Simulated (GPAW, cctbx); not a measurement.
# By hand: from a DFT structure factor to an extinction distance in Sc3AgBi3Au2

Sc3AgBi3Au2, P-62m (no. 189), a = 7.6977 Å, b = 7.6977 Å, c = 4.1526 Å, α = 90.00°, β = 90.00°, γ = 120.00°.

```csv
atom,mult.,x,y,z
Bi1,3,0,0.6131,1/2
Au1,2,2/3,1/3,0
Ag1,1,0,0,1/2
Sc1,3,0,0.2845,0
```

The cell comes from substitution in a known structure type and wasn't matched to any measured phase.

A DFT run (GPAW, PBE, 450 eV, 6×4×4 k-points (along the axes of the calculation cell), Fermi–Dirac width 0.1 eV) gives the static X-ray structure factor of 100 as 61.815 e for the conventional cell; superposed free atoms give 61.868 e. **Problem.** Find the Fourier component V of the crystal potential and the two-beam extinction distance at 200 kV in both cases.

### 1. Geometry

The cell volume is Ω = 213.09 Å³ and d(100) = 6.6664 Å, so g = 1/d = 0.1500 Å⁻¹.

### 2. The nuclei

Electrons feel nuclei as well as electrons, so the nuclear charges are summed with the same phases.

Phase sums Σ exp(2πi h·x), turned so that the total is real and positive: Bi +0.516, Au +1.000, Ag -1.000, Sc -0.570. Then F_Z = 83 × (+0.516) + 79 × (+1.000) + 47 × (-1.000) + 21 × (-0.570) = 62.84 e. The electron term has the same sign for this reflection.

### 3. Mott–Bethe

Poisson's equation, term by term, gives V = (e/4πε₀)(F_Z − F)/(πΩg²), with e/4πε₀ = 14.3996 V Å.

The prefactor is 14.3996 × 6.6664²/(π × 213.09) = 0.95592 V per electron. Free atoms: (62.84 − 61.868) × 0.95592 = 0.932 V. Crystal: (62.84 − 61.815) × 0.95592 = 0.982 V. F changes by -0.09 % and V by +5.4 %: the same 0.05 e is measured against F_Z − F = 1.0 e in place of F = 61.9 e.

### 4. Extinction distance

In the two-beam case ξ = 1/(λU) with U = 2γm₀eV/h², that is ξ = 150.41 V Å²/(γλV).

At 200 kV, λ = 0.02508 Å and γ = 1.3914. Free atoms: ξ = 4626 Å. Crystal: ξ = 4387 Å. The thickness fringes go as sin²(πt/ξ), so the two patterns slip by a quarter of a period when t|1/ξ₁ − 1/ξ₀| = 1/4, at t ≈ 2127 nm, thicker than usual samples. Thermal motion, absorption and many-beam coupling, left out here, change a real pattern.

### 5. Answer

V(100) is 0.98 V against 0.93 V, and ξ is 4387 against 4626 Å. Limits: static atoms, two beams.

[Outputs are excerpts: Python notices, other lines and further rows are left out; steps that failed or that the build refused (PBEsol, TPSS) are not shown.]

[Logs are printed without paths, hosts, clocks, repeated set-up lines and the standing remarks that a program may print on its own settings, such as how far it seeks lower states.]
